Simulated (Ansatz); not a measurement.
# Does disorder add resistance in series? Au(111) layers displaced at 300 K

Two lengths of the disordered region are known. What area resistance does the third give?

**Method.** Ansatz 0.2.0, plane waves with PAW datasets at their recommended cutoffs (420 eV for most), Fermi-Dirac smearing; ballistic transmission by layer matching. The area resistance is RA = A (h/2e²)(1/T − 1/N), with T the zone-mean transmission per spin and N the lead's channels, both averaged over a few energies near the Fermi level; for magnets each spin is taken apart, with h/e², and the two conduct in parallel. Lateral cell 2x2, PBE, a fresh random draw for each length. Atoms are displaced independently, by 0.0906 Å r.m.s. per direction; each RA is scaled by the nominal over the drawn mean square displacement.

Results; the value marked ? is to be predicted:

```
length (Å)  channels N  RA (fΩ m²)
      9.42       3.210      0.0422
      18.8       3.210      0.0807
      28.3       3.210           ?
```

**Estimate by hand.**

Ohm's law makes RA linear in the length: the slope is (0.0807 − 0.0422)/(18.8 − 9.42) = 4.09×10⁻³ fΩ m² per Å, or 4.1 µΩ cm. Then 0.0807 + 4.09×10⁻³ × 9.42. Predicted: 0.119 fΩ m².

What the run gave:

0.135 fΩ m², so the prediction is 12 % too low. The three lengths together give 4.9 µΩ cm. The two increments are 0.038 and 0.055 fΩ m²; with one draw for each length, their difference can't be told from scatter.

Caveats: The scatterers repeat sideways with the small cell. The slope is a raw one; a model of isotropic scattering puts it 1.18 times the bulk value over these lengths. Spin-orbit coupling is left out, which matters for Au.

[Logs are printed without paths, hosts, clocks, repeated set-up lines and the standing remarks that a program may print on its own settings, such as how far it seeks lower states.]
